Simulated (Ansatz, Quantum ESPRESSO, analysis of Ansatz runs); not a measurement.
**Li2SnF6 (P-31m), V_F hop (2.8 Å): attempt frequency at charge +1**

Aim: the prefactor of a hop in Li2SnF6 (P-31m) (V_F hop (2.8 Å), charge +1) from the modes of the moving atom at the start and at the top of a path found beforehand. Model: a cell of 72 host atoms with 1 F taken out.

Calculated with Ansatz 0.2.0; plane-wave PAW DFT, PBEsol; finite-difference force constants of the moving atom alone.

## (1) The system as given

The cell holds 71 atoms: 16 Li, 8 Sn and 47 F. Its edges and angles: a = 9.926 Å, b = 9.926 Å, c = 9.129 Å, α = 90.0°, β = 90.0°, γ = 120.0°. It derives from Li2SnF6 (space group P-31m). Nearest the centre at fractional (0.418, 0.582, 0.750): F71 at 1.28 Å, Li28 at 1.65 Å, F14 at 2.33 Å, F66 at 2.37 Å, F33 at 2.47 Å, Li64 at 2.49 Å, F70 at 2.49 Å, Sn56 at 2.64 Å. The cell carries charge +1.

The cell's shortest repeat is 9.1 Å.

## (2) Vibrations of the moving atom at the start point

Harmonic transition-state theory takes the prefactor from the modes at the minimum and at the top. Only the moving atom is displaced, by 0.02 Å, which takes six displaced runs and a reference; the host's atoms are held.

The input, qp1.start.modes/input.yaml:

```yaml
crystal:
  lattice:
    - [9.92600377, 6.0e-08, 0.0]
    - [-4.96300194, 8.59617139, 0.0]
    - [0.0, 0.0, 9.12940559]
  atoms:
    - { symbol: Li, position: [0.33089612, 0.16310213, 0.24730512] }
    - { symbol: Li, position: [0.16346124, 0.33411828, 0.24808296] }
    - { symbol: Sn, position: [-0.00264112, -0.00194909, 0.00159305] }
    - { symbol: F, position: [0.16236424, 0.16397064, 0.12499106] }
    - { symbol: F, position: [0.34201318, 0.34268053, 0.38163708] }
    - { symbol: F, position: [0.33804157, 0.00247926, 0.12968334] }
    - { symbol: F, position: [0.16269747, 0.00180974, 0.37447074] }
    - { symbol: F, position: [0.00156521, 0.33782144, 0.12590175] }
    - { symbol: F, position: [0.00030526, 0.16282479, 0.37291678] }
    - { symbol: Li, position: [0.32856324, 0.16455374, 0.75069531] }
    - { symbol: Li, position: [0.14491618, 0.31552286, 0.76751968] }
    - { symbol: Sn, position: [-0.00179087, -0.00033057, 0.50034522] }
    - { symbol: F, position: [0.15948329, 0.16595747, 0.62802604] }
    - { symbol: F, position: [0.33482154, 0.34250599, 0.86399607] }
    - { symbol: F, position: [0.33597671, 0.00238241, 0.62640642] }
    - { symbol: F, position: [0.16016161, 0.00235841, 0.87217872] }
    - { symbol: F, position: [0.00378907, 0.33898935, 0.62866619] }
    - { symbol: F, position: [-0.01094729, 0.15815276, 0.87731305] }
    - { symbol: Li, position: [0.32942483, 0.66605942, 0.24813973] }
    - { symbol: Li, position: [0.1695956, 0.83464318, 0.25208189] }
    - { symbol: Sn, position: [0.00194897, 0.50009854, -0.00171441] }
    - { symbol: F, position: [0.16390615, 0.66241667, 0.12582637] }
    - { symbol: F, position: [0.33754161, 0.83725637, 0.37300915] }
    - { symbol: F, position: [0.33633683, 0.50010168, 0.12698063] }
    - { symbol: F, position: [0.16858894, 0.50002621, 0.38012487] }
    - { symbol: F, position: [0.00325208, 0.83721469, 0.12596701] }
    - { symbol: F, position: [0.00515173, 0.6640979, 0.37262856] }
    - { symbol: Li, position: [0.32944725, 0.68459195, 0.76757951] }
    - { symbol: Li, position: [0.16380529, 0.83690503, 0.74757473] }
    - { symbol: Sn, position: [0.0006736, 0.50004679, 0.50036964] }
    - { symbol: F, position: [0.16492538, 0.66112129, 0.62860753] }
    - { symbol: F, position: [0.33100328, 0.84210996, 0.87720554] }
    - { symbol: F, position: [0.16587119, 0.50004576, 0.87145832] }
    - { symbol: F, position: [-0.00258995, 0.83643926, 0.62744943] }
    - { symbol: F, position: [0.00138344, 0.66270858, 0.87140028] }
    - { symbol: Li, position: [0.8349757, 0.16544411, 0.25196897] }
    - { symbol: Li, position: [0.67288012, 0.32821143, 0.23791283] }
    - { symbol: Sn, position: [0.49935508, 0.00219796, 0.0015472] }
    - { symbol: F, position: [0.6661428, 0.16300936, 0.12590558] }
    - { symbol: F, position: [0.8410585, 0.33598936, 0.37266017] }
    - { symbol: F, position: [0.83568204, -0.00227162, 0.12966288] }
    - { symbol: F, position: [0.66094415, -0.00172946, 0.374447] }
    - { symbol: F, position: [0.49668062, 0.33851279, 0.12696429] }
    - { symbol: F, position: [0.50201631, 0.16736772, 0.37491904] }
    - { symbol: Li, position: [0.82688888, 0.1633072, 0.74772747] }
    - { symbol: Li, position: [0.66899016, 0.33279553, 0.75620462] }
    - { symbol: Sn, position: [0.49866354, 0.0004918, 0.50034257] }
    - { symbol: F, position: [0.66108787, 0.16381668, 0.62737381] }
    - { symbol: F, position: [0.83873463, 0.3375278, 0.87139356] }
    - { symbol: F, position: [0.83373308, -0.00215311, 0.62649934] }
    - { symbol: F, position: [0.65787195, -0.00214524, 0.87217134] }
    - { symbol: F, position: [0.49775382, 0.34345574, 0.62540842] }
    - { symbol: F, position: [0.49930721, 0.16604736, 0.87553436] }
    - { symbol: Li, position: [0.84468801, 0.67190396, 0.23785236] }
    - { symbol: Li, position: [0.6678436, 0.83703998, 0.24701956] }
    - { symbol: Sn, position: [0.49706412, 0.50006688, -0.0027892] }
    - { symbol: F, position: [0.6582793, 0.6617033, 0.12688139] }
    - { symbol: F, position: [0.8346965, 0.83273193, 0.37497467] }
    - { symbol: F, position: [0.83778917, 0.50011318, 0.12165473] }
    - { symbol: F, position: [0.68842099, 0.50007654, 0.35729083] }
    - { symbol: F, position: [0.49845467, 0.83629481, 0.12496541] }
    - { symbol: F, position: [0.49935299, 0.6573854, 0.3815561] }
    - { symbol: Li, position: [0.83642294, 0.66749695, 0.75641505] }
    - { symbol: Li, position: [0.66414511, 0.83564301, 0.75076327] }
    - { symbol: Sn, position: [0.53049326, 0.50007586, 0.47910772] }
    - { symbol: F, position: [0.65429233, 0.65669991, 0.62541595] }
    - { symbol: F, position: [0.83341849, 0.83421095, 0.87558986] }
    - { symbol: F, position: [0.83395235, 0.5001396, 0.62307605] }
    - { symbol: F, position: [0.66107063, 0.50012571, 0.87259367] }
    - { symbol: F, position: [0.49368053, 0.83429849, 0.62810325] }
    - { symbol: F, position: [0.49234254, 0.65762209, 0.8640068] }
  symmetry: { detect: false }
total_charge: 1
basis:
  ecutwfc: 420
  xc_grid: 2
hamiltonian:
  xc: pbesol
kpoints:
  mp_grid: { grid: [1, 1, 1], shift: [0.25, 0.25, 0.25] }
scf:
  occupations: { method: fixed }
  max_iter: 120
phonons:
  supercell: [1, 1, 1]
  displaced_sites: [70]
  amplitude: 0.02
```

Command:

```
$ ansatz run input.yaml --threads 16 --pin off --max-ram 26378MiB --backend cpu --events-out ev --progress --plain --runs-dir out
```

Output:

```text
Engine: ansatz 0.2.0, aarch64-unknown-linux-gnu
Pseudopotentials: kind: paw
Pseudopotential: Li, paw, valence charge 3, recommended cutoff 420 eV (normal), Li.paw.azcp
Pseudopotential: Sn, paw, valence charge 14, recommended cutoff 420 eV (normal), Sn.paw.azcp
Pseudopotential: F, paw, valence charge 7, recommended cutoff 420 eV (normal), F.paw.azcp
Functional definition: PBEsol
  exchange = pbesol_x
  correlation = pbesol_c
Crystal: 71 atoms, lattice volume = 778.972 Å³
Basis set: ecut = 420 eV, 15259 PW (Γ), exchange–correlation on 144×144×128 points (8 copies of the dense FFT grid, shifted against one another)
Bands: 315, of which v1, the nominal top of the filled ones, is band 244 counted from 1 (243 counted from 0)
Symmetry: 1 space group operations
k-points: 1
Non-local potential: Li, projectors of the file, l = 0: 3, l = 1: 2, l = 2: 1
Non-local potential: Sn, projectors of the file, l = 0: 2, l = 1: 2, l = 2: 2, l = 3: 2
Non-local potential: F, projectors of the file, l = 0: 2, l = 1: 2, l = 2: 1
PAW form: soft (Blöchl's): semilocal exchange-correlation on the pseudo side does not see the compensation charge
PAW frozen core: Sn, regenerated for the run's functional, and the local potential with it (the file was generated under x = pbe(κ = 0.804, μ = 0.219515), c = pbe(β = 0.066725))
PAW frozen core: F, regenerated for the run's functional, and the local potential with it (the file was generated under x = pbe(κ = 0.804, μ = 0.219515), c = pbe(β = 0.066725))
PAW one-centre angular grid: Li, 110 points (default); XC on 64 Gauss nodes
PAW one-centre angular grid: Sn, 590 points (default); XC on 64 Gauss nodes
PAW one-centre angular grid: F, 110 points (default); XC on 64 Gauss nodes
Initial density: superposition of atomic densities (neutral atoms scaled as one to the charged cell's electrons: chi_scale 0, normalization atom), corrected by the library's trained network
Initial wavefunctions: pseudopotential atomic-orbital guess
Functional: x = pbesol(κ = 0.804, μ = 0.123457), c = pbesol(β = 0.046)
SCF iter   1: F=—  HF=-88535.078742 eV  |F-HF|=—  |Δ(HF+E_count)|=         —  Δρ=9.91e-3  dr2=5.53e-1  ethr=1.77e-3  ⟨swp⟩=4.0  Hψ=1183  notcnv=0  defer=69
preconditioner: auto → Resta (q_TF=auto, 2.524 Å⁻¹)  ε∞=2.9  [insulator: Δε(μ)=4.770 eV  Ē_g=20.560 eV  n_scr=198 (ndim 8)  ℏωp=28.4 eV  f_vac=0.059  ε∞_Penn≈2.9]
SCF iter   2: F=—  HF=-88534.917588 eV  |F-HF|=—  |Δ(HF+E_count)|=   1.61e-1  Δρ=1.93e-3  dr2=1.85e-2  ethr=1.13e-4  ⟨swp⟩=3.0  Hψ=497  notcnv=0  defer=69
SCF iter   3: F=—  HF=-88534.910313 eV  |F-HF|=—  |Δ(HF+E_count)|=   7.28e-3  Δρ=7.07e-4  dr2=6.03e-3  ethr=3.80e-6  ⟨swp⟩=2.0  Hψ=396  notcnv=0  defer=69
SCF iter   4: F=—  HF=-88534.909069 eV  |F-HF|=—  |Δ(HF+E_count)|=   1.24e-3  Δρ=3.64e-4  dr2=1.43e-3  ethr=1.24e-6  ⟨swp⟩=2.0  Hψ=435  notcnv=0  defer=69
SCF iter   5: F=—  HF=-88534.908874 eV  |F-HF|=—  |Δ(HF+E_count)|=   1.95e-4  Δρ=1.67e-4  dr2=2.13e-4  ethr=2.93e-7  ⟨swp⟩=2.0  Hψ=498  notcnv=0  defer=63
SCF iter   6: F=—  HF=-88534.908827 eV  |F-HF|=—  |Δ(HF+E_count)|=   4.72e-5  Δρ=2.48e-5  dr2=1.06e-5  ethr=4.37e-8  ⟨swp⟩=2.0  Hψ=482  notcnv=0  defer=63
SCF iter   7: F=—  HF=-88534.908229 eV  |F-HF|=—  |Δ(HF+E_count)|=   5.98e-4  Δρ=1.39e-5  dr2=1.35e-6  ethr=2.17e-9  ⟨swp⟩=2.0  Hψ=498  notcnv=0  defer=63
SCF iter   8: F=—  HF=-88534.908231 eV  |F-HF|=—  |Δ(HF+E_count)|=   1.95e-6  Δρ=6.39e-6  dr2=2.36e-7  ethr=2.76e-10  ⟨swp⟩=2.0  Hψ=481  notcnv=0  defer=63
SCF iter   9: F=—  HF=-88534.908231 eV  |F-HF|=—  |Δ(HF+E_count)|=   3.62e-7  Δρ=1.71e-6  dr2=2.71e-8  ethr=4.83e-11  ⟨swp⟩=2.0  Hψ=481  notcnv=0  defer=63
SCF iter  10: F=—  HF=-88534.908231 eV  |F-HF|=—  |Δ(HF+E_count)|=   6.83e-8  Δρ=7.36e-7  dr2=4.50e-9  ethr=5.55e-12  ⟨swp⟩=2.0  Hψ=479  notcnv=0  defer=63
[...]
SCF 1 converged in 12 iterations: F = -88534.908231 eV  dr2 = 9.75e-11
  greatest PAW one-centre occupation: 1.000 electrons in one spin orbital (limit 2), on the Li atom at site 10 (counted from 0), in its partial waves of l = 0
Initial density: handed on by an earlier stage of this run
Initial wavefunctions: those handed on with the density
[...]
SCF 2 converged in 9 iterations: F = -88534.906930 eV  dr2 = 4.23e-11
[...]
SCF 3 converged in 6 iterations: F = -88534.907092 eV  dr2 = 7.66e-11
[...]
SCF 4 converged in 9 iterations: F = -88534.906552 eV  dr2 = 3.29e-11
[...]
SCF 5 converged in 7 iterations: F = -88534.906317 eV  dr2 = 1.73e-11
[...]
SCF iter   8: F=—  HF=-88534.906744 eV  |F-HF|=—  |Δ(HF+E_count)|=   3.77e-9  Δρ=2.62e-7  dr2=4.42e-10  ethr=1.00e-12  ⟨swp⟩=2.0  Hψ=485  notcnv=0  defer=62
SCF iter   9: F=-88534.906744 eV  HF=-88534.906744 eV  |F-HF|=1.02e-10  |Δ(HF+E_count)|=  4.95e-10  Δρ=1.26e-7  dr2=8.78e-11  ethr=1.00e-12  ⟨swp⟩=5.0  Hψ=1075  notcnv=0
SCF 6 converged in 9 iterations: F = -88534.906744 eV  dr2 = 8.78e-11
iter 1 solved again at ethr=1.95e-9 eV; its pass at ethr=3.10e-3 eV (dr2=9.52e-6 eV) is discarded
SCF iter   1: F=—  HF=-88534.907302 eV  |F-HF|=—  |Δ(HF+E_count)|=         —  Δρ=9.56e-5  dr2=5.31e-6  ethr=1.95e-9  ⟨swp⟩=3.0  Hψ=1063  notcnv=0  defer=62
SCF iter   2: F=—  HF=-88534.906877 eV  |F-HF|=—  |Δ(HF+E_count)|=   4.25e-4  Δρ=4.72e-5  dr2=1.26e-6  ethr=1.09e-9  ⟨swp⟩=3.0  Hψ=383  notcnv=0  defer=62
SCF iter   3: F=—  HF=-88534.906877 eV  |F-HF|=—  |Δ(HF+E_count)|=   6.79e-7  Δρ=5.59e-6  dr2=1.11e-7  ethr=2.59e-10  ⟨swp⟩=2.0  Hψ=463  notcnv=0  defer=62
SCF iter   4: F=—  HF=-88534.906877 eV  |F-HF|=—  |Δ(HF+E_count)|=   2.37e-8  Δρ=1.11e-6  dr2=4.26e-9  ethr=2.27e-11  ⟨swp⟩=2.0  Hψ=471  notcnv=0  defer=62
SCF iter   5: F=—  HF=-88534.906877 eV  |F-HF|=—  |Δ(HF+E_count)|=   1.27e-9  Δρ=3.21e-7  dr2=5.23e-10  ethr=1.00e-12  ⟨swp⟩=2.0  Hψ=472  notcnv=0  defer=62
SCF iter   6: F=—  HF=-88534.906877 eV  |F-HF|=—  |Δ(HF+E_count)|=  7.28e-11  Δρ=1.71e-7  dr2=1.38e-10  ethr=1.00e-12  ⟨swp⟩=5.0  Hψ=1073  notcnv=0
SCF iter   7: F=-88534.906877 eV  HF=-88534.906877 eV  |F-HF|=2.91e-11  |Δ(HF+E_count)|=  1.46e-11  Δρ=6.15e-8  dr2=1.83e-11  ethr=1.00e-12  ⟨swp⟩=4.0  Hψ=915  notcnv=0
SCF 7 converged in 7 iterations: F = -88534.906877 eV  dr2 = 1.83e-11
SCF converged after 12 iterations
Free energy (F): -88534.908231 eV
Harris-Foulkes:  -88534.908231 eV  (|F-HF|=2.91e-11)
Internal energy: -88534.908231 eV  (E = F + TS)
E sigma→0 (E₀):  -88534.908231 eV
Fermi energy:    1.746557 eV
--- Per-component energies (eV) ---
  E_band       = -4211.119940
  E_kinetic    = 11550.542678
  E_local      = -37647.872505  (includes V_loc(G=0)·N_el)
  E_nonlocal   = 2725.017488
  E_hartree    = 15584.371206
  E_xc         = -6859.382197
  E_vxc        = -5718.386446  (∫ρ·V_xc dr)
  E_paw        = -42047.817095  (= ΣΔE_a)
  E_vpaw       = -6289.260917  (= ΣTr[D̂ρ^β])
  E_aug_tail   = 0.097479  (compensation charges beyond the density's cutoff)
  E_ewald      = -31844.138807
  E_core_change = 4.273522  (= ΣΔE_core)
  E_smearing   = -0.000000  (= −TS)
  E_closure    = -0.000000  (closes the sum)
  E_deformation_potential = 13.342366  (in the stress; not in F)
  Σ components = -88534.908231   (vs F -88534.908231, Δ=0.00e0)
--- Forces (eV/Å), atoms counted from 1 ---
  atom   1  Li    -0.00568712     0.00215828    -0.00363760
  atom   2  Li     0.00283306    -0.01088458     0.00276302
  [... 8 atoms left out ...]
  atom  11  Li     0.00163139     0.00533290     0.01147798
  [... 2 atoms left out ...]
  atom  14  F     -0.00524768    -0.00451321    -0.00200801
  [... 13 atoms left out ...]
  atom  28  Li     0.00167199    -0.00401920     0.01180822
  [... 4 atoms left out ...]
  atom  33  F      0.00013176     0.00037352     0.00200216
  [... 22 atoms left out ...]
  atom  56  Sn     0.00887526    -0.00028592     0.01623652
  [... 7 atoms left out ...]
  atom  64  Li     0.00076390     0.00417957     0.00824144
  atom  65  Sn    -0.00673406    -0.00041240    -0.01415713
  atom  66  F      0.00022471    -0.00405450    -0.00066549
  [... 3 atoms left out ...]
  atom  70  F     -0.00069940    -0.00006740    -0.00266581
  atom  71  F     -0.00444215     0.00481781    -0.00267810
  max |Σ_I F_I| component: 4.91e-6 eV/Å
--- Band table (eV) ---
  k-point 0: bands = ["-38.4345", "-38.4311", "-38.2837", "-38.2771", [... 307 left out ...] "17.0345", "17.1619", "17.2169", "17.2722"]
--- Phonons: 6 displaced members + reference (amplitude 0.02 Å, Σ member SCF iterations 47) ---
  symmetry images taken by strict's conditions (phonons.symmetry_images: auto; settled by no image being taken that strict refuses)
  force constants formed among 1 of 71 sites (F 70); the other 70 at rest. The modes move the named sites alone.
  the frequencies, the zero-point energy and the sums are of the block with the acoustic sum rule laid on its rows. Row sums over every site: 1.5e-4 eV/Å² at the most
  transpose residual: 1.2e-3 eV/Å²
  largest component of a force at the reference: 4.8e-3 eV/Å on a named site, 1.6e-2 eV/Å on a site at rest
  frequencies among the named sites at Γ of the cell (cm⁻¹): 194.23 246.94 467.92
  unstable modes among the named sites: 0
  frequencies as built, with no sum rule (cm⁻¹): 194.23 246.94 467.92
  zero-point energy: 0.056356 eV/cell   skipped modes (ω ≤ 0): 0
  not written: the harmonic force-constant file, the file of eigenvectors (these modes' are written with the force constants), the density of states and the dispersion, which are of every site
```

Run time: 35 s. Hardware: 16 threads of Arm Neoverse V2, shared host; peak memory 1.7 GiB; 8.1 min of CPU time.

In the SCF lines HF is the Harris–Foulkes energy and dr2 the Hartree energy of the density residual, in eV; the loop may stop once dr2 is under the threshold and the program's other checks hold. Hψ counts applications of the Hamiltonian.

Read from the output:

* free energy: -88534.9082 eV
* frequencies of moving atom: 194.2, 246.9, 467.9 cm⁻¹ (negative: imaginary)

The three modes are 194, 247 and 468 cm⁻¹: all real, a minimum for this atom with the others held.

[end of part 1 of 2]

[Long decimals in the printed logs are rounded to 6 places.]

[Repeated set-up lines and some long k-point lines are left out of the logs, and relaxed atomic positions are cut to six decimals.]

[Logs are printed without paths, hosts, clocks, repeated set-up lines and the standing remarks that a program may print on its own settings, such as how far it seeks lower states.]

[Hosts, paths, dates, database ids (printed as entryN), source tags and the programs' standing remarks are cut or masked in the printed files.]
